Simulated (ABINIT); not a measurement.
Computed results, one entry a study.

```xyz
9
Lattice="0.000 3.629 3.629 3.629 0.000 3.629 3.629 3.629 0.000" Properties=species:S:1:pos:R:3 pbc="T T T" subject="Beyond one shot: Na2H6Pt (Fm-3m)" method="RPA screening on LDA from quasiparticle energies and orbitals, plane waves, norm-conserving pseudopotentials (and 4 further levels or steps)" program="ABINIT 10.8.3" settings="cutoff 38 Ha, PseudoDojo scalar-relativistic 0.4.1 standard, norm-conserving, ngkpt (2, 2, 2), nband 60, ecuteps 3.2 Ha, gwcalctyp 27, nfreqre 1, inclvkb 2, shiftk (0, 0, 0), symchi 1, awtr 1, frequency static, cycle 6, q points all but q = 0, 2×2×2 k-mesh" cost="19 runs, 2.4 min in all on 4 MPI ranks of Arm Neoverse V1, shared host" notes="The program’s warnings: nproc spkpt=  >= nkpt= * nsppol=. The cell and positions are those that the Materials Project relaxed with its own functionals (PBE, PBE+U or r2SCAN), kept fixed. Limits: no spin polarisation; d states lean on the start; no spin-orbit coupling. The 2×2×2 mesh is coarse for this cell, which bears on the long-range parts of exchange and screening. The runs have no spin polarisation. For a closed low-spin shell that is the natural state; where a d or f shell is open it is a constraint, and the gap is then not the crystal’s own." g0w0="5.465 eV" self_consistent_cohsex_cycle_1="6.173 eV" self_consistent_cohsex_cycle_2="6.664 eV" self_consistent_cohsex_cycle_3="6.713 eV" self_consistent_cohsex_cycle_4="6.698 eV" self_consistent_cohsex_cycle_5="6.680 eV" self_consistent_cohsex_cycle_6="6.669 eV" known_limits="short of the basis limit; no spin polarisation; d states lean on the start; no spin-orbit coupling; coarse k mesh"
Na    5.444    5.444    5.444
Na    1.815    1.815    1.815
H     3.629    3.629    5.622
H     3.629    1.637    3.629
H     1.637    3.629    3.629
H     3.629    3.629    1.637
H     3.629    5.622    3.629
H     5.622    3.629    3.629
Pt    0.000    0.000    0.000
```

[Long decimals in the printed logs are rounded to 6 places.]

[Logs are printed without paths, hosts, clocks, repeated set-up lines and the standing remarks that a program may print on its own settings, such as how far it seeks lower states.]

[Paths, hosts, dates, memory and timing lines, banners, echoed tables and standing remarks are left out of the program output; an Ansatz launch command may be rebuilt from the run's recorded settings. Measured values are a selection of at most five: reports struck by readers or far from the other reports are left out. None is set beside runs whose start may be inverted or whose files or cutoffs have a known fault.]

[Runs of the session that timed out or met a known fault of the program may be left out.]

[Hosts, paths, dates, database ids (printed as entryN), source tags and the programs' standing remarks are cut or masked in the printed files.]

[G0W0 gaps are taken among the corrected bands and points alone; a level outside them can change the order at an edge.]

[Where Ansatz stands beside ABINIT at settings called matched, ABINIT's density can come from a denser mesh and the files from another edition; pairs whose starting gaps differed by over 0.03 eV were left out, so agreement reads better than it is.]
